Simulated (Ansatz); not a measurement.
**What MgTiS3 (model cell, started as cubic perovskite with Ti in the octahedra) distorts into**

Aim: this structure of MgTiS3 (model cell, started as cubic perovskite with Ti in the octahedra) is to be tested for unstable modes, and one is followed downhill.

Method: DFT PBE, scalar-relativistic, plane waves, PAW; PAW set soft_1, in Ansatz 0.2.0.

Report form: the programs' logs are mostly left out.

The structure was built from a prototype and need not be the compound's stable phase.

**1. Starting point**

Symmetry: Pm-3m, No. 221, cubic system. The conventional cell has a = 4.709 Å, b = 4.709 Å, c = 4.709 Å, α = 90.00°, β = 90.00°, γ = 90.00°. Mg has 12 S at 3.33 Å nearest. Nearest to Ti lie 6 S at 2.35 Å. S has 2 Ti at 2.35 Å nearest. Farther neighbours and most contacts between anions are not listed.

**2. The dispersion**

The cell comes from relaxations at this level that are not shown. Stability and thermal properties need the whole zone. Linear response on a 4×4×4 q mesh gives force constants as far as a supercell of that size would.

The input, input.yaml:

```yaml
crystal:
  lattice:
    - [4.7086208483, 0.0, 0.0]
    - [0.0, 4.7086208483, 0.0]
    - [0.0, 0.0, 4.7086208483]
  atoms:
    - { symbol: Mg, position: [0.0, 0.0, 0.0] }
    - { symbol: Ti, position: [0.5, 0.5, 0.5] }
    - { symbol: S, position: [0.5, 0.5, 0.0] }
    - { symbol: S, position: [0.5, 0.0, 0.5] }
    - { symbol: S, position: [0.0, 0.5, 0.5] }
kpoints:
  mp_grid: { grid: [8, 8, 8] }
hamiltonian:
  xc: pbe
  pseudopotentials: { kind: paw, azcp: { folder: soft_1 } }
scf:
  occupations: { method: methfessel_paxton, width: 0.2 }
output:
  eigenvalues: true
phonons:
  method: dfpt
  qmesh: [4, 4, 4]
  temperatures: { t_max: 1000, t_step: 50 }
  qpath:
    path:
      - [[0.0, 0.0, 0.0], [0.0, 0.5, 0.0], [0.5, 0.5, 0.0], [0.0, 0.0, 0.0], [0.5, 0.5, 0.5], [0.0, 0.5, 0.0]]
      - [[0.5, 0.5, 0.5], [0.5, 0.5, 0.0]]
    npoints: 10
```

On the command line:

```console
ansatz run input.yaml --threads 4 --pin off --max-ram 16384MiB --backend cpu --events-out ev --progress --plain --runs-dir out
```

The job ended after 16 min (4 threads of Arm Neoverse V1, shared host; peak memory 3.3 GiB).

This step gave:

```yaml
volume_per_atom: 20.88 Å³
gap_on_the_k_mesh: 0 eV
sum_rule_residual_before_enforcement: 4.59e-5 eV/Å²
lowest_frequency_on_the_path: -235.0 cm⁻¹
point_group: m-3m
highest_frequency_on_the_path_or_at_a_solved_wavevector: 461.6 cm⁻¹
highest_optical_mode_at_the_zone_centre_no_lo_to_term: 361.2 cm⁻¹
lowest_optical_zone_centre_mode: -195.8 cm⁻¹
lowest_mode_on_the_q_mesh_acoustic_modes_at_gamma_apart: -235 cm⁻¹
```

Frequencies (cm⁻¹) solved at each irreducible wavevector; negative means imaginary. Frequencies by wavevector, by row:

| q in reciprocal lattice units | star | mode 1 | mode 2 | mode 3 | mode 4 | mode 13 | mode 14 | mode 15 |
| --- | --- | --- | --- | --- | --- | --- | --- | --- |
| 0 0 0 | 1 | -195.8 | -195.8 | -195.8 | -183.5 | 361.2 | 361.2 | 361.2 |
| 0 0 0.25 | 6 | -184.4 | -173.8 | -173.8 | -151 | 360 | 360 | 392.2 |
| 0 0 -0.5 | 3 | -164.7 | -162.9 | -162.9 | -130.3 | 358 | 358 | 406.3 |
| 0 0.25 0.25 | 12 | -191.8 | -174.2 | -164.2 | -151.9 | 346.5 | 359.1 | 420.1 |
| 0 0.25 -0.5 | 12 | -191.7 | -165.1 | -157.3 | -150.2 | 325.8 | 357.6 | 428.6 |
| 0 -0.5 -0.5 | 3 | -235 | -168.1 | -168.1 | -137.1 | 257.7 | 356.7 | 437.1 |
| 0.25 0.25 0.25 | 8 | -185.6 | -181.8 | -181.8 | -144.9 | 338.3 | 338.3 | 444.5 |
| 0.25 0.25 -0.5 | 12 | -194.3 | -177.6 | -171.1 | -162 | 309.8 | 324.1 | 449.7 |
| 0.25 -0.5 -0.5 | 6 | -233.2 | -184.7 | -184.7 | -154.3 | 250.9 | 304 | 455.4 |
| -0.5 -0.5 -0.5 | 1 | -233 | -233 | -233 | -160.8 | 241.2 | 241.2 | 461.3 |

Interpolated from a 4×4×4 q mesh. Phonon branches along the path, in cm⁻¹:

| point | branch 1 | branch 2 | branch 3 | branch 4 | branch 12 | branch 13 | branch 14 | branch 15 |
| --- | --- | --- | --- | --- | --- | --- | --- | --- |
| Γ | -196 | -196 | -196 | -184 | 0 | 361 | 361 | 361 |
| halfway | -184 | -174 | -174 | -151 | 171 | 360 | 360 | 392 |
| X | -165 | -163 | -163 | -130 | 257 | 358 | 358 | 406 |
| halfway | -192 | -165 | -157 | -150 | 259 | 326 | 358 | 429 |
| M | -235 | -168 | -168 | -137 | 258 | 258 | 357 | 437 |
| halfway | -192 | -174 | -164 | -152 | 185 | 346 | 359 | 420 |
| Γ | -196 | -196 | -196 | -184 | 0 | 361 | 361 | 361 |
| halfway | -186 | -182 | -182 | -145 | 196 | 338 | 338 | 444 |
| R | -233 | -233 | -233 | -161 | 241 | 241 | 241 | 461 |
| halfway | -194 | -178 | -171 | -162 | 257 | 310 | 324 | 450 |
| X | -165 | -163 | -163 | -130 | 257 | 358 | 358 | 406 |
| jump to R | -233 | -233 | -233 | -161 | 241 | 241 | 241 | 461 |
| halfway | -233 | -185 | -185 | -154 | 251 | 251 | 304 | 455 |
| M | -235 | -168 | -168 | -137 | 258 | 258 | 357 | 437 |

Symmetry leaves 10 wavevectors to solve. The lowest mode among them, the acoustic zeros apart, lies at q = (0, -0.5, -0.5) and is imaginary, 235.0i cm⁻¹, so the energy falls along it.

**3. The mode frozen in, largest atomic shift 0 Å**

The mode followed lies at q = (0.25, -0.5, -0.5) with frequency 233.2i cm⁻¹, one of the unstable modes though not the softest. At small amplitude the distorted cell has space group no. 140 by a symmetry search on the positions. The undistorted cell that holds it gives the zero of energy on the same k mesh.

System of this step: MgTiS3 (model cell, started as cubic perovskite with Ti in the octahedra). The structure is cubic, space group Pm-3m (No. 221). The conventional cell has a = 4.709 Å, b = 4.709 Å, c = 4.709 Å, α = 90.00°, β = 90.00°, γ = 90.00°. Nearest to Mg lie 12 S at 3.33 Å. Nearest to Ti lie 6 S at 2.35 Å. Nearest to S lie 2 Ti at 2.35 Å. Nearest to S lie 2 Ti at 2.35 Å. Farther neighbours and most contacts between anions are not listed.

The input, input.yaml:

```yaml
crystal:
  lattice:
    - [0.0, -4.7086208483, -4.7086208483]
    - [0.0, -4.7086208483, 4.7086208483]
    - [-9.4172416966, -4.7086208483, 0.0]
  atoms:
    - { symbol: Mg, position: [0.75, 0.75, 0.5] }
    - { symbol: Mg, position: [0.25, 0.25, 0.5] }
    - { symbol: Mg, position: [0.5, 0.5, 1.0] }
    - { symbol: Mg, position: [1.0, 0.0, 1.0] }
    - { symbol: Ti, position: [0.375, 0.875, 0.25] }
    - { symbol: Ti, position: [0.875, 0.375, 0.25] }
    - { symbol: Ti, position: [0.125, 0.625, 0.75] }
    - { symbol: Ti, position: [0.625, 0.125, 0.75] }
    - { symbol: S, position: [0.125, 0.125, 0.25] }
    - { symbol: S, position: [0.625, 0.625, 0.25] }
    - { symbol: S, position: [0.875, 0.875, 0.75] }
    - { symbol: S, position: [0.375, 0.375, 0.75] }
    - { symbol: S, position: [0.625, 0.125, 0.25] }
    - { symbol: S, position: [0.125, 0.625, 0.25] }
    - { symbol: S, position: [0.375, 0.875, 0.75] }
    - { symbol: S, position: [0.875, 0.375, 0.75] }
    - { symbol: S, position: [0.25, 0.75, 0.5] }
    - { symbol: S, position: [0.75, 0.25, 0.5] }
    - { symbol: S, position: [0.0, 0.5, 1.0] }
    - { symbol: S, position: [0.5, 0.0, 1.0] }
kpoints:
  mp_grid: { grid: [6, 6, 6] }
hamiltonian:
  xc: pbe
  pseudopotentials: { kind: paw, azcp: { folder: soft_1 } }
scf:
  occupations: { method: methfessel_paxton, width: 0.2 }
output:
  forces: true
  stress: true
  eigenvalues: true
```

The job ended after 27 s (4 threads; peak memory 1.7 GiB; 1.8 min of CPU time).

Numbers from this step:

| Quantity | Value |
| --- | --- |
| pressure | 0.02922 GPa |
| energy from the undistorted cell | 0 meV/atom |

The run ends at a pressure of 0.03 GPa.

**4. The mode frozen in, largest atomic shift 0.6 Å**

The atoms are moved along the unstable eigenvector, the largest shift by 0.6 Å, with the cell fixed.

Edit input.yaml of step 3 so:

```diff
@@ -14,10 +14,10 @@
     - { symbol: Ti, position: [0.625, 0.125, 0.75] }
-    - { symbol: S, position: [0.125, 0.125, 0.25] }
-    - { symbol: S, position: [0.625, 0.625, 0.25] }
-    - { symbol: S, position: [0.875, 0.875, 0.75] }
-    - { symbol: S, position: [0.375, 0.375, 0.75] }
-    - { symbol: S, position: [0.625, 0.125, 0.25] }
-    - { symbol: S, position: [0.125, 0.625, 0.25] }
-    - { symbol: S, position: [0.375, 0.875, 0.75] }
-    - { symbol: S, position: [0.875, 0.375, 0.75] }
+    - { symbol: S, position: [0.0612870765, 0.0612870765, 0.25] }
+    - { symbol: S, position: [0.6887129235, 0.6887129235, 0.25] }
+    - { symbol: S, position: [0.9387129235, 0.9387129235, 0.75] }
+    - { symbol: S, position: [0.3112870765, 0.3112870765, 0.75] }
+    - { symbol: S, position: [0.5612870765, 0.1887129235, 0.25] }
+    - { symbol: S, position: [0.1887129235, 0.5612870765, 0.25] }
+    - { symbol: S, position: [0.4387129235, 0.8112870765, 0.75] }
+    - { symbol: S, position: [0.8112870765, 0.4387129235, 0.75] }
     - { symbol: S, position: [0.25, 0.75, 0.5] }
```

Run time: 28 s. Hardware: 4 threads; peak memory 1.7 GiB; 1.9 min of CPU time.

This step gave:

```yaml
pressure: -3.267 GPa
energy_from_the_undistorted_cell: -239.3 meV/atom
```

The energy, extrapolated to zero smearing, is -239.26 meV/atom against the undistorted cell.

The run ends at a pressure of -3.27 GPa, with forces up to 1.0 eV/Å.

**5. Energy along the mode, all amplitudes (two of the runs are shown above)**

An imaginary frequency means negative curvature, so the energy should fall and then rise again as anharmonic terms take over.

This step gave:

```yaml
depth_at_the_lowest_point_sampled: 239.3 meV/atom
largest_atomic_shift_at_that_point: 0.6 Å
```

The energy from the parent by largest atomic shift:

| largest atomic shift (Å) | energy from the parent (meV/atom) |
| --- | --- |
| 0.000 | 0 |
| 0.040 | -1.97 |
| 0.080 | -7.74 |
| 0.140 | -22.7 |
| 0.220 | -51.7 |
| 0.320 | -98.9 |
| 0.450 | -167 |
| 0.600 | -239 |

Displacement at unit largest shift by atom:

| atom | x (Å) | y (Å) | z (Å) | size |
| --- | --- | --- | --- | --- |
| Mg1 | 0.00 | 0.00 | 0.00 | 0.00 |
| Mg2 | 0.00 | 0.00 | 0.00 | 0.00 |
| Mg3 | 0.00 | 0.00 | 0.00 | 0.00 |
| Mg4 | 0.00 | 0.00 | 0.00 | 0.00 |
| Ti5 | 0.00 | 0.00 | 0.00 | 0.00 |
| Ti6 | 0.00 | 0.00 | 0.00 | 0.00 |
| Ti7 | 0.00 | 0.00 | 0.00 | 0.00 |
| Ti8 | 0.00 | 0.00 | 0.00 | 0.00 |
| S9 | 0.00 | 1.00 | 0.00 | 1.00 |
| S10 | 0.00 | -1.00 | 0.00 | 1.00 |
| S11 | 0.00 | -1.00 | 0.00 | 1.00 |
| S12 | 0.00 | 1.00 | 0.00 | 1.00 |
| S13 | 0.00 | 0.00 | 1.00 | 1.00 |
| S14 | 0.00 | 0.00 | -1.00 | 1.00 |
| S15 | 0.00 | 0.00 | -1.00 | 1.00 |
| S16 | 0.00 | 0.00 | 1.00 | 1.00 |
| S17 | 0.00 | 0.00 | 0.00 | 0.00 |
| S18 | 0.00 | 0.00 | 0.00 | 0.00 |
| S19 | 0.00 | 0.00 | 0.00 | 0.00 |
| S20 | 0.00 | 0.00 | 0.00 | 0.00 |

The lowest of the steps tried is the last one, at 0.6 Å, 239 meV/atom below the parent; the bottom of the well need not coincide with a step.

**6. Relaxing from the distorted cell**

Starting from the lowest point found, all atoms and the cell are let go, so that strain and other modes of the same symmetry can join in.

Edit input.yaml of step 4 so:

```diff
@@ -37 +37,6 @@
   eigenvalues: true
+relax:
+  adjacent_minimum: "off"
+  f_tol: 0.002
+  max_steps: 120
+  cell: { stress_tol: 0.03 }
```

Elapsed: 3.3 min, on 4 threads; peak memory 1.7 GiB; 13 min of CPU time.

The steps of the relaxation:

| step | energy less that of the first step (eV) | largest force component (eV/Å) | pressure (GPa) | volume (Å³) |
| --- | --- | --- | --- | --- |
| 1 | 0.0000 | 1.0441 | -3.27 | 417.58 |
| 2 | -1.4214 | 0.3539 | -1.10 | 397.12 |
| 3 | -1.5087 | 0.2385 | 0.38 | 388.60 |
| 4 | -1.5282 | 0.0310 | 1.06 | 387.21 |
| 5 | -1.5434 | 0.0093 | -0.19 | 392.48 |
| 6 | -1.5441 | 0.0006 | 0.00 | 391.58 |
| 7* | -1.5408 | 0.0006 | 0.00 | 391.58 |

Relaxation steps marked * repeat the geometry before them on a plane-wave basis chosen anew for their cell, so energy and pressure can jump there.

Forces are held to the 16 operations that the run works with; a distortion that breaks them can't arise in this run.

| conventional cell, symmetrised | before | after | change |
| --- | --- | --- | --- |
| a (Å) | 6.659 | 6.528 | -2.0 % |
| b (Å) | 6.659 | 6.528 | -2.0 % |
| c (Å) | 18.834 | 18.377 | -2.4 % |
| volume (Å³/atom) | 20.88 | 19.58 | -6.2 % |

The atoms that moved most (Å, as changes of fractional coordinates times the final cell):

| atom | dx | dy | dz | length |
| --- | --- | --- | --- | --- |
| S10 | 0.000 | -0.247 | 0.000 | 0.247 |
| S12 | 0.000 | 0.247 | 0.000 | 0.247 |
| S9 | 0.000 | 0.247 | 0.000 | 0.247 |
| S13 | 0.000 | 0.000 | 0.247 | 0.247 |
| S14 | 0.000 | 0.000 | -0.247 | 0.247 |
| S15 | 0.000 | 0.000 | -0.247 | 0.247 |
| S16 | 0.000 | 0.000 | 0.247 | 0.247 |
| S11 | 0.000 | -0.247 | 0.000 | 0.247 |

Final coordinates:

```xyz
20
Lattice="0.0000 -4.6160 -4.6160 0.0000 -4.6160 4.6160 -9.1886 -4.6160 0.0000" Properties=species:S:1:pos:R:3 pbc="T T T"
Mg   -4.5943   -9.2321    0.0000
Mg   -4.5943   -4.6160    0.0000
Mg   -9.1886   -9.2321    0.0000
Mg   -9.1886   -9.2321   -4.6160
Ti   -2.2975   -6.9241    2.3080
Ti   -2.2975   -6.9241   -2.3080
Ti   -6.8911   -6.9241    2.3080
Ti   -6.8911   -6.9241   -2.3080
S    -2.2971   -1.4727    0.0000
S    -2.2971   -7.7593    0.0000
S    -6.8916  -12.3754    0.0000
S    -6.8916   -6.0888    0.0000
S    -2.2971   -4.6160   -1.4727
S    -2.2971   -4.6160    1.4727
S    -6.8916   -9.2321    1.4727
S    -6.8916   -9.2321   -1.4727
S    -4.5943   -6.9241    2.3080
S    -4.5943   -6.9241   -2.3080
S    -9.1886   -6.9241    2.3080
S    -9.1886   -6.9241   -2.3080
```

Numbers from this step:

```
pressure        : -2.48e-4 GPa
volume per atom : 19.58 Å³
```

The distorted start has space group I4/mcm; the relaxation ends in I4/mcm.

**7. The phases reached**

The phases reached along the modes that were followed are set side by side.

Energies are those of the first relaxation, on the mesh of the frozen mode; space group, volume and gap are those of the last relaxation. Phases, by row:

| mode frozen in | space group | energy from parent (meV/atom) | volume (Å³/atom) | gap on mesh (eV) | lowest zone-centre optical mode (cm⁻¹) | largest shift (Å) |
| --- | --- | --- | --- | --- | --- | --- |
| parent | Pm-3m | 0 | 20.88 | 0 | – | – |
| q = (0, -0.5, -0.5), 235i cm⁻¹ | P4/mbm | -316.9 | 19.55 | 0 | -121.8 | 0.839 |
| q = (0.25, -0.5, -0.5), 233i cm⁻¹ | I4/mcm | -316.2 | 19.58 | 0 | – | 0.835 |

**8. Results**

| Item | Value |
| --- | --- |
| unstable mode of the parent | q = (0.25, -0.5, -0.5), 233i cm⁻¹ |
| depth at the lowest point sampled | 239 meV/atom |
| largest atomic shift at that point | 0.6 Å |
| space group reached (within 0.01 Å) | I4/mcm |
| energy gained over the parent (first relaxation, on the mesh of the frozen mode) | 316 meV/atom |
| volume per atom, phase reached | 19.6 Å³ |

What this shows: Along this mode the structure falls into I4/mcm, 316 meV/atom below the parent. At the parent's cell the well is 239.3 meV/atom deep on the steps tried, with its lowest point at a shift of 0.6 Å. That is the last step tried, so the steps alone don't bracket the bottom of the well. Relaxing atoms and cell changes the gain by +76.95 meV/atom against the lowest step (energies at zero smearing). The modes of the phase reached were not computed on this path. Of the 2 patterns followed to their end from this parent, this one ends 0.724 meV/atom above the lowest, P4/mbm. Another end point lies within 1 meV/atom; how such a difference moves with mesh and cutoff was not tested. Each path keeps the symmetry of its pattern, so a lower phase may lie along a pattern not tried. With no gap, or one that is small against the smearing, the frequencies hang on the k mesh and the smearing, most of all near Kohn anomalies. A phonon run warned that its eigensolver left some bands unconverged in a pass. The starting cell was built on a prototype and not taken from a measurement, so the phase need not exist.

[Logs are printed without paths, hosts, clocks, repeated set-up lines and the standing remarks that a program may print on its own settings, such as how far it seeks lower states.]

[Hosts, paths, dates, database ids (printed as entryN), source tags and the programs' standing remarks are cut or masked in the printed files.]
